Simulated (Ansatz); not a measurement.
# SrTiO3 (Tausonite): how robust is the cRPA U?

Aim: hold the target of a cRPA run on SrTiO3 (Tausonite) and move one thing at a time.

Main program and level: Ansatz 0.2.0; constrained RPA on LDA, plane waves, PAW.

This is a report of a sequence of runs, with most program output left out.

## 1. Starting point

It takes space group Pm-3m (No. 221, cubic). The conventional cell has a = 3.905 Å, b = 3.905 Å, c = 3.905 Å, α = 90.00°, β = 90.00°, γ = 90.00°. Sr has 12 O at 2.76 Å nearest. Ti has 6 O at 1.95 Å nearest. O has 2 Ti at 1.95 Å and 4 Sr at 2.76 Å nearest. Farther neighbours and most contacts between anions are not listed.

The cell and positions come from the Crystallography Open Database and are kept as given unless a step says otherwise. The program's search for lower electronic states was switched off, so nothing shows that the state found is the lowest. The default PAW set here is soft_2. Its files were made with PBE.

## 2. Base: Ti t2g, bands c1 to c3, 6×6×6 mesh, medium accuracy

Constrained RPA screens the interaction with every transition except those inside the target bands, which a later many-body model would treat itself.

The input, input.yaml:

```yaml
crystal:
  lattice:
    - [-3.90528, 0.0, 0.0]
    - [0.0, 0.0, -3.90528]
    - [0.0, -3.90528, 0.0]
  atoms:
    - { symbol: Sr, position: [0.5, 0.5, 0.5] }
    - { symbol: Ti, position: [0.0, 0.0, 0.0] }
    - { symbol: O, position: [0.5, 0.0, 0.0] }
    - { symbol: O, position: [0.0, 0.5, 0.0] }
    - { symbol: O, position: [0.0, 0.0, 0.5] }
kpoints:
  mp_grid: { grid: [6, 6, 6] }
hamiltonian:
  xc: lda
scf:
  occupations: { method: gaussian, width: 0.08 }
  n_extra_bands: 19
  max_iter: 150
  lower_state_search: "off"
output:
  crpa:
    kmesh: [6, 6, 6]
    target_bands: [c1, c3]
    projections: [{ species: Ti, l: d, shell: 3, orbitals: [dxz, dyz, dxy] }]
  local_orbitals:
    kmesh: [6, 6, 6]
    orbitals: [{ species: Ti, l: d, shell: 3, orbitals: [dxz, dyz, dxy] }]
    window: { bands: [c1, c3] }
    seedname: lo
```

Command:

```
ansatz run input.yaml --threads 4 --pin off --max-ram 14745MiB --backend cpu --events-out ev --progress --plain --runs-dir out
```

Elapsed: 1.9 min, on 4 threads of Arm Neoverse V1, shared host; peak memory 0.73 GiB; 7.4 min of CPU time.

This step gave:

- U: 3.262 eV
- U prime (inter-orbital): 2.444 eV
- J: 0.3980 eV
- bare V: 15.32 eV
- bare J: 0.5339 eV
- stated bound on U: 0.004051 eV
- U over bare V: 0.2129
- electrons in the window: 0
- head of the constrained inverse dielectric matrix: 0.1600
- least eigenvalue of the projection's overlap: 0.7006
- target functions: 3
- bands in the sums: 46
- r.m.s. miss of the model bands: 0.001673 eV
- width of the target bands: 2.670 eV
- weight of the projected orbitals in the window: 0.7894

On the Ti t2g shell, screening brings the on-site interaction from 15.3 eV down to U = 3.26 eV.

## 3. Changed: 4×4×4 mesh

input.yaml, the sections that differ from step 2:

```yaml
output:
  crpa:
    kmesh: [4, 4, 4]
    target_bands: [c1, c3]
    projections: [{ species: Ti, l: d, shell: 3, orbitals: [dxz, dyz, dxy] }]
# crystal, kpoints, hamiltonian, scf: as in step 2
```

Run time: 21 s. Hardware: 4 threads; peak memory 0.54 GiB; 78 s of CPU time.

Numbers from this step:

```yaml
u: 3.263 eV
u_prime_inter_orbital: 2.443 eV
j: 0.3990 eV
bare_v: 15.37 eV
bare_j: 0.5350 eV
stated_bound_on_u: 0.004126 eV
u_over_bare_v: 0.2123
electrons_in_the_window: 0
head_of_the_constrained_inverse_dielectric_matrix: 0.1482
least_eigenvalue_of_the_projection_s_overlap: 0.7006
target_functions: 3
bands_in_the_sums: 46
width_of_the_target_bands: 2.670 eV
weight_of_the_projected_orbitals_in_the_window: 0.7894
```

On the Ti t2g shell, screening brings the on-site interaction from 15.4 eV down to U = 3.26 eV.

## 4. Changed: 8×8×8 mesh

Changes to input.yaml since step 3:

```diff
@@ -22,3 +22,3 @@
   crpa:
-    kmesh: [4, 4, 4]
+    kmesh: [8, 8, 8]
     target_bands: [c1, c3]
```

Elapsed: 8.2 min, on 4 threads; peak memory 1.1 GiB.

This step gave:

```
U                                                 : 3.260 eV
U prime (inter-orbital)                           : 2.443 eV
J                                                 : 0.3980 eV
bare V                                            : 15.32 eV
bare J                                            : 0.5339 eV
stated bound on U                                 : 0.004057 eV
U over bare V                                     : 0.2129
electrons in the window                           : 0
head of the constrained inverse dielectric matrix : 0.1615
least eigenvalue of the projection's overlap      : 0.7006
target functions                                  : 3
bands in the sums                                 : 46
width of the target bands                         : 2.670 eV
weight of the projected orbitals in the window    : 0.7894
```

On the Ti t2g shell, screening brings the on-site interaction from 15.3 eV down to U = 3.26 eV.

## 5. Changed: 2×2×2 mesh

Changes to input.yaml since step 4:

```diff
@@ -22,3 +22,3 @@
   crpa:
-    kmesh: [8, 8, 8]
+    kmesh: [2, 2, 2]
     target_bands: [c1, c3]
```

Run time: 4.3 s. Hardware: 4 threads; peak memory 0.46 GiB; 15 s of CPU time.

Numbers from this step:

```yaml
u: 3.289 eV
u_prime_inter_orbital: 2.422 eV
j: 0.4213 eV
bare_v: 16.07 eV
bare_j: 0.5601 eV
stated_bound_on_u: 0.003873 eV
u_over_bare_v: 0.2047
electrons_in_the_window: 0
head_of_the_constrained_inverse_dielectric_matrix: 0.08983
least_eigenvalue_of_the_projection_s_overlap: 0.7006
target_functions: 3
bands_in_the_sums: 46
width_of_the_target_bands: 2.670 eV
weight_of_the_projected_orbitals_in_the_window: 0.7894
```

On the Ti t2g shell, screening brings the on-site interaction from 16.1 eV down to U = 3.29 eV.

## 6. Changed: accuracy high

Changes to input.yaml since step 5:

```diff
@@ -22,4 +22,5 @@
   crpa:
-    kmesh: [2, 2, 2]
+    kmesh: [6, 6, 6]
     target_bands: [c1, c3]
     projections: [{ species: Ti, l: d, shell: 3, orbitals: [dxz, dyz, dxy] }]
+    accuracy: high
```

Elapsed: 3.3 min, on 4 threads; peak memory 0.81 GiB.

This step gave:

| Property | Result |
| --- | --- |
| U | 3.263 eV |
| U prime (inter-orbital) | 2.445 eV |
| J | 0.3981 eV |
| bare V | 15.32 eV |
| bare J | 0.5339 eV |
| stated bound on U | 2.77e-4 eV |
| U over bare V | 0.2129 |
| electrons in the window | 0 |
| head of the constrained inverse dielectric matrix | 0.1600 |
| least eigenvalue of the projection's overlap | 0.7006 |
| target functions | 3 |
| bands in the sums | 46 |
| width of the target bands | 2.670 eV |
| weight of the projected orbitals in the window | 0.7894 |

On the Ti t2g shell, screening brings the on-site interaction from 15.3 eV down to U = 3.26 eV.

## 7. Changed: accuracy low

Changes to input.yaml since step 6:

```diff
@@ -25,2 +25,2 @@
     projections: [{ species: Ti, l: d, shell: 3, orbitals: [dxz, dyz, dxy] }]
-    accuracy: high
+    accuracy: low
```

It took 55 s on 4 threads; peak memory 0.69 GiB; 3.5 min of CPU time.

Numbers from this step:

* U: 3.246 eV
* U prime (inter-orbital): 2.431 eV
* J: 0.3966 eV
* bare V: 15.32 eV
* bare J: 0.5339 eV
* stated bound on U: 0.05835 eV
* U over bare V: 0.2118
* electrons in the window: 0
* head of the constrained inverse dielectric matrix: 0.1599
* least eigenvalue of the projection's overlap: 0.7006
* target functions: 3
* bands in the sums: 46
* width of the target bands: 2.670 eV
* weight of the projected orbitals in the window: 0.7894

On the Ti t2g shell, screening brings the on-site interaction from 15.3 eV down to U = 3.25 eV.

## 8. Changed: more bands than orbitals

Changes to input.yaml since step 7:

```diff
@@ -23,4 +23,3 @@
     kmesh: [6, 6, 6]
-    target_bands: [c1, c3]
+    target_bands: [c1, c4]
     projections: [{ species: Ti, l: d, shell: 3, orbitals: [dxz, dyz, dxy] }]
-    accuracy: low
```

Wall time 0.1 s (4 threads); peak memory 0.09 GiB.

The program refused the input before any cycle.

The program's message: “Error: invalid value for `output.crpa.projections`: 3 orbital(s) selected but the target window spans 4 band(s); name one orbital per band of it”

The fault put into this input: more bands than orbitals.

## 9. Changed: volume +6 %

The cell differs from the one that the last finished run ended in (a 3.905 → 3.982 Å, b 3.905 → 3.982 Å, c 3.905 → 3.982 Å).

input.yaml, the sections that differ from step 8:

```yaml
crystal:
  lattice:
    - [-3.9818735631, 0.0, 0.0]
    - [0.0, 0.0, -3.9818735631]
    - [0.0, -3.9818735631, 0.0]
  atoms:
    - { symbol: Sr, position: [0.5, 0.5, 0.5] }
    - { symbol: Ti, position: [0.0, 0.0, 0.0] }
    - { symbol: O, position: [0.5, 0.0, 0.0] }
    - { symbol: O, position: [0.0, 0.5, 0.0] }
    - { symbol: O, position: [0.0, 0.0, 0.5] }
output:
  crpa:
    kmesh: [6, 6, 6]
    target_bands: [c1, c3]
    projections: [{ species: Ti, l: d, shell: 3, orbitals: [dxz, dyz, dxy] }]
  local_orbitals:
    kmesh: [6, 6, 6]
    orbitals: [{ species: Ti, l: d, shell: 3, orbitals: [dxz, dyz, dxy] }]
    window: { bands: [c1, c3] }
    seedname: lo
# kpoints, hamiltonian, scf: as in step 8
```

Run time: 2 min. Hardware: 4 threads; peak memory 0.75 GiB.

This step gave:

```
U                                                 : 3.175 eV
U prime (inter-orbital)                           : 2.352 eV
J                                                 : 0.3996 eV
bare V                                            : 15.41 eV
bare J                                            : 0.5384 eV
stated bound on U                                 : 0.003954 eV
U over bare V                                     : 0.2061
electrons in the window                           : 0
head of the constrained inverse dielectric matrix : 0.1569
least eigenvalue of the projection's overlap      : 0.7035
target functions                                  : 3
bands in the sums                                 : 46
r.m.s. miss of the model bands                    : 0.001506 eV
width of the target bands                         : 2.417 eV
weight of the projected orbitals in the window    : 0.7934
```

On the Ti t2g shell, screening brings the on-site interaction from 15.4 eV down to U = 3.18 eV.

## 10. Changed: volume -6 %

The cell differs from the one that the last finished run ended in (a 3.982 → 3.826 Å, b 3.982 → 3.826 Å, c 3.982 → 3.826 Å).

Changes to input.yaml since step 9:

```diff
@@ -2,5 +2,5 @@
   lattice:
-    - [-3.9818735631, 0.0, 0.0]
-    - [0.0, 0.0, -3.9818735631]
-    - [0.0, -3.9818735631, 0.0]
+    - [-3.8255580386, 0.0, 0.0]
+    - [0.0, 0.0, -3.8255580386]
+    - [0.0, -3.8255580386, 0.0]
   atoms:
```

The job ended after 2.1 min (4 threads; peak memory 0.7 GiB; 8.4 min of CPU time).

This step gave:

* U: 3.336 eV
* U prime (inter-orbital): 2.526 eV
* J: 0.3950 eV
* bare V: 15.21 eV
* bare J: 0.5278 eV
* stated bound on U: 0.004135 eV
* U over bare V: 0.2193
* electrons in the window: 0
* head of the constrained inverse dielectric matrix: 0.1623
* least eigenvalue of the projection's overlap: 0.6879
* target functions: 3
* bands in the sums: 46
* r.m.s. miss of the model bands: 0.001893 eV
* width of the target bands: 2.968 eV
* weight of the projected orbitals in the window: 0.7842

On the Ti t2g shell, screening brings the on-site interaction from 15.2 eV down to U = 3.34 eV.

## 11. Changed: volume -3 %

The cell differs from the one that the last finished run ended in (a 3.826 → 3.866 Å, b 3.826 → 3.866 Å, c 3.826 → 3.866 Å).

Changes to input.yaml since step 10:

```diff
@@ -2,5 +2,5 @@
   lattice:
-    - [-3.8255580386, 0.0, 0.0]
-    - [0.0, 0.0, -3.8255580386]
-    - [0.0, -3.8255580386, 0.0]
+    - [-3.8658300301, 0.0, 0.0]
+    - [0.0, 0.0, -3.8658300301]
+    - [0.0, -3.8658300301, 0.0]
   atoms:
```

Run time: 2.2 min. Hardware: 4 threads; peak memory 0.71 GiB; 8.5 min of CPU time.

Numbers from this step:

```yaml
u: 3.301 eV
u_prime_inter_orbital: 2.486 eV
j: 0.3967 eV
bare_v: 15.27 eV
bare_j: 0.5311 eV
stated_bound_on_u: 0.004101 eV
u_over_bare_v: 0.2161
electrons_in_the_window: 0
head_of_the_constrained_inverse_dielectric_matrix: 0.1612
least_eigenvalue_of_the_projection_s_overlap: 0.6961
target_functions: 3
bands_in_the_sums: 46
r_m_s_miss_of_the_model_bands: 0.001764 eV
width_of_the_target_bands: 2.813 eV
weight_of_the_projected_orbitals_in_the_window: 0.7869
```

On the Ti t2g shell, screening brings the on-site interaction from 15.3 eV down to U = 3.30 eV.

## 12. Changed: potentials

This step: constrained RPA on LDA, plane waves, norm-conserving pseudopotentials.

input.yaml, the sections that differ from step 11:

```yaml
crystal:
  lattice:
    - [-3.90528, 0.0, 0.0]
    - [0.0, 0.0, -3.90528]
    - [0.0, -3.90528, 0.0]
  atoms:
    - { symbol: Sr, position: [0.5, 0.5, 0.5] }
    - { symbol: Ti, position: [0.0, 0.0, 0.0] }
    - { symbol: O, position: [0.5, 0.0, 0.0] }
    - { symbol: O, position: [0.0, 0.5, 0.0] }
    - { symbol: O, position: [0.0, 0.0, 0.5] }
hamiltonian:
  xc: lda
  pseudopotentials: { kind: nc }
output:
  crpa:
    kmesh: [6, 6, 6]
    target_bands: [c1, c3]
    projections: [{ species: Ti, l: d, shell: 3, orbitals: [dxz, dyz, dxy] }]
# kpoints, scf: as in step 11
```

It took 8.6 min on 4 threads; peak memory 1.7 GiB; 34 min of CPU time.

Numbers from this step:

```yaml
u: 3.281 eV
u_prime_inter_orbital: 2.467 eV
j: 0.3973 eV
bare_v: 15.30 eV
bare_j: 0.5335 eV
stated_bound_on_u: 0.003909 eV
u_over_bare_v: 0.2145
electrons_in_the_window: 0
head_of_the_constrained_inverse_dielectric_matrix: 0.1618
least_eigenvalue_of_the_projection_s_overlap: 0.7059
target_functions: 3
bands_in_the_sums: 46
width_of_the_target_bands: 2.683 eV
weight_of_the_projected_orbitals_in_the_window: 0.7925
```

On the Ti t2g shell, screening brings the on-site interaction from 15.3 eV down to U = 3.28 eV.

## 13. Changed: volume +3 %

This step: constrained RPA on LDA, plane waves, PAW.

The cell differs from the one that the last finished run ended in (a 3.905 → 3.944 Å, b 3.905 → 3.944 Å, c 3.905 → 3.944 Å).

Changes to input.yaml since step 12:

```diff
@@ -2,5 +2,5 @@
   lattice:
-    - [-3.90528, 0.0, 0.0]
-    - [0.0, 0.0, -3.90528]
-    - [0.0, -3.90528, 0.0]
+    - [-3.9439486534, 0.0, 0.0]
+    - [0.0, 0.0, -3.9439486534]
+    - [0.0, -3.9439486534, 0.0]
   atoms:
@@ -15,3 +15,2 @@
   xc: lda
-  pseudopotentials: { kind: nc }
 scf:
@@ -26 +25,6 @@
     projections: [{ species: Ti, l: d, shell: 3, orbitals: [dxz, dyz, dxy] }]
+  local_orbitals:
+    kmesh: [6, 6, 6]
+    orbitals: [{ species: Ti, l: d, shell: 3, orbitals: [dxz, dyz, dxy] }]
+    window: { bands: [c1, c3] }
+    seedname: lo
```

Run time: 2 min. Hardware: 4 threads; peak memory 0.74 GiB.

Numbers from this step:

| Property | Result |
| --- | --- |
| U | 3.220 eV |
| U prime (inter-orbital) | 2.399 eV |
| J | 0.3990 eV |
| bare V | 15.37 eV |
| bare J | 0.5364 eV |
| stated bound on U | 0.003979 eV |
| U over bare V | 0.2095 |
| electrons in the window | 0 |
| head of the constrained inverse dielectric matrix | 0.1585 |
| least eigenvalue of the projection's overlap | 0.7021 |
| target functions | 3 |
| bands in the sums | 46 |
| r.m.s. miss of the model bands | 0.001572 eV |
| width of the target bands | 2.538 eV |
| weight of the projected orbitals in the window | 0.7915 |

On the Ti t2g shell, screening brings the on-site interaction from 15.4 eV down to U = 3.22 eV.

## 14. Changed: potentials

input.yaml, the sections that differ from step 13:

```yaml
crystal:
  lattice:
    - [-3.90528, 0.0, 0.0]
    - [0.0, 0.0, -3.90528]
    - [0.0, -3.90528, 0.0]
  atoms:
    - { symbol: Sr, position: [0.5, 0.5, 0.5] }
    - { symbol: Ti, position: [0.0, 0.0, 0.0] }
    - { symbol: O, position: [0.5, 0.0, 0.0] }
    - { symbol: O, position: [0.0, 0.5, 0.0] }
    - { symbol: O, position: [0.0, 0.0, 0.5] }
hamiltonian:
  xc: lda
  pseudopotentials: { kind: paw, source: ansatz }
output:
  crpa:
    kmesh: [6, 6, 6]
    target_bands: [c1, c3]
    projections: [{ species: Ti, l: d, shell: 3, orbitals: [dxz, dyz, dxy] }]
# kpoints, scf: as in step 13
```

Elapsed: 5.9 min, on 4 threads; peak memory 1.4 GiB.

Numbers from this step:

```
U                                                 : 3.259 eV
U prime (inter-orbital)                           : 2.444 eV
J                                                 : 0.3975 eV
bare V                                            : 15.31 eV
bare J                                            : 0.5342 eV
stated bound on U                                 : 0.004421 eV
U over bare V                                     : 0.2129
electrons in the window                           : 0
head of the constrained inverse dielectric matrix : 0.1599
least eigenvalue of the projection's overlap      : 0.7026
target functions                                  : 3
bands in the sums                                 : 46
width of the target bands                         : 2.679 eV
weight of the projected orbitals in the window    : 0.7900
```

On the Ti t2g shell, screening brings the on-site interaction from 15.3 eV down to U = 3.26 eV.

## 15. Side by side

Times are wall times on 4 threads of Arm Neoverse V1, shared host, good to a factor of about two.

```csv
run,bare V (eV),U (eV),J (eV),bound on U (eV),width (eV),time
target window,15.32,3.262,0.398,0.0041,2.67,1.9 min
4×4×4 mesh,15.37,3.263,0.399,0.0041,2.67,21 s
8×8×8 mesh,15.32,3.260,0.398,0.0041,2.67,8.2 min
2×2×2 mesh,16.07,3.289,0.421,0.0039,2.67,4.3 s
accuracy high,15.32,3.263,0.398,0.0003,2.67,3.3 min
accuracy low,15.32,3.246,0.397,0.0584,2.67,55 s
volume +6 %,15.41,3.175,0.400,0.0040,2.42,2 min
volume -6 %,15.21,3.336,0.395,0.0041,2.97,2.1 min
volume -3 %,15.27,3.301,0.397,0.0041,2.81,2.2 min
potentials,15.30,3.281,0.397,0.0039,2.68,8.6 min
volume +3 %,15.37,3.220,0.399,0.0040,2.54,2 min
potentials,15.31,3.259,0.397,0.0044,2.68,5.9 min
```

## 16. Summary of results

```json
{"target window": "U 3.26 eV, J 0.40 eV", "4×4×4 mesh": "U 3.26 eV, J 0.40 eV", "8×8×8 mesh": "U 3.26 eV, J 0.40 eV", "2×2×2 mesh": "U 3.29 eV, J 0.42 eV", "accuracy high": "U 3.26 eV, J 0.40 eV", "accuracy low": "U 3.25 eV, J 0.40 eV", "volume +6 %": "U 3.18 eV, J 0.40 eV", "volume -6 %": "U 3.34 eV, J 0.39 eV", "volume -3 %": "U 3.30 eV, J 0.40 eV", "potentials": "U 3.26 eV, J 0.40 eV", "volume +3 %": "U 3.22 eV, J 0.40 eV"}
```

What this shows: 4×4×4 mesh moves U by +0.001 eV (within the solver's bounds, for the mean over orbitals) at 0.18 times the time. 8×8×8 mesh moves U by −0.001 eV (within the solver's bounds, for the mean over orbitals) at 4.3 times the time. 2×2×2 mesh moves U by +0.03 eV at 0.038 times the time. Accuracy high moves U by +0.001 eV (within the solver's bounds, for the mean over orbitals). Accuracy low moves U by −0.02 eV (within the solver's bounds, for the mean over orbitals) at 0.49 times the time. Volume +6 % moves U by −0.09 eV. Volume -6 % moves U by +0.07 eV. Volume -3 % moves U by +0.04 eV. Potentials moves U by +0.02 eV at 4.5 times the time. Volume +3 % moves U by −0.04 eV. Potentials moves U by −0.003 eV (within the solver's bounds, for the mean over orbitals) at 3.1 times the time. The printed bound covers the solver alone, not the mesh. The parent state is non-magnetic and the interaction static (zero frequency); U depends on the window and the orbitals, so it belongs to this model alone.

[Paths, hosts, dates, memory and timing lines, banners, echoed tables and standing remarks are left out of the program output.]

[Logs are printed without paths, hosts, clocks, repeated set-up lines and the standing remarks that a program may print on its own settings, such as how far it seeks lower states.]

[Runs of the session that timed out or met a known fault of the program may be left out.]

[Hosts, paths, dates, database ids (printed as entryN), source tags and the programs' standing remarks are cut or masked in the printed files.]
